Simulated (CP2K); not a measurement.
Two runs for the C K edge of 2-formylpyrimidine. Run A: CP2K XAS_TDP, all-electron GAPW, PBEh(45%), aug-cc-pVDZ, TDA, no relativity. Run B differs in one setting.

First lines with a strength over 0.0015. A:

| atom | energy (eV) | states | strength, one atom |
| --- | --- | --- | --- |
| C2 (bonded to C, O and H) | 281.24 | 1 | 0.0580 |
|  | 286.02 | 1 | 0.0131 |
|  | 286.97 | 1 | 0.0140 |
|  | 287.67 | 1 | 0.0025 |
|  | 288.12 | 1 | 0.0022 |
| C3 (bonded to C and 2 N) | 281.80 | 1 | 0.0466 |
|  | 285.69 | 1 | 0.0186 |
|  | 287.82 | 1 | 0.0015 |
|  | 288.22 | 1 | 0.0026 |
|  | 288.74 | 1 | 0.0021 |
| C5 (bonded to C, N and H) | 281.53 | 1 | 0.0584 |
|  | 285.79 | 1 | 0.0130 |
|  | 286.66 | 1 | 0.0043 |
|  | 286.94 | 1 | 0.0036 |
|  | 287.46 | 1 | 0.0041 |
| C6 (bonded to 2 C and H) | 281.09 | 1 | 0.0472 |
|  | 284.71 | 1 | 0.0132 |
|  | 285.51 | 1 | 0.0099 |
|  | 286.15 | 1 | 0.0040 |
|  | 286.53 | 1 | 0.0016 |

B:

| atom | energy (eV) | states | strength, one atom |
| --- | --- | --- | --- |
| C2 (bonded to C, O and H) | 288.00 | 1 | 0.0567 |
|  | 292.78 | 1 | 0.0127 |
|  | 293.73 | 1 | 0.0137 |
|  | 294.43 | 1 | 0.0024 |
|  | 294.88 | 1 | 0.0022 |
| C3 (bonded to C and 2 N) | 287.15 | 1 | 0.0457 |
|  | 291.04 | 1 | 0.0182 |
|  | 293.17 | 1 | 0.0015 |
|  | 293.57 | 1 | 0.0026 |
|  | 294.09 | 1 | 0.0020 |
| C5 (bonded to C, N and H) | 287.38 | 1 | 0.0572 |
|  | 291.64 | 1 | 0.0127 |
|  | 292.51 | 1 | 0.0042 |
|  | 292.80 | 1 | 0.0035 |
|  | 293.31 | 1 | 0.0041 |
| C6 (bonded to 2 C and H) | 286.82 | 1 | 0.0462 |
|  | 290.44 | 1 | 0.0130 |
|  | 291.25 | 1 | 0.0097 |
|  | 291.88 | 1 | 0.0040 |
|  | 292.26 | 1 | 0.0016 |

Question: Which was it: the basis, scalar relativity switched on, the functional, GW2X switched on?

GW2X switched on. GW2X shifts an atom's lines together and keeps their spacings. Against PBEh(45%) in aug-cc-pVDZ, the leading lines move by +6.76 eV (C2, to 288.00), +5.35 eV (C3, to 287.15), +5.85 eV (C5, to 287.38) and +5.73 eV (C6, to 286.82).

[Hosts, paths, dates, database ids (printed as entryN), source tags and the programs' standing remarks are cut or masked in the printed files.]
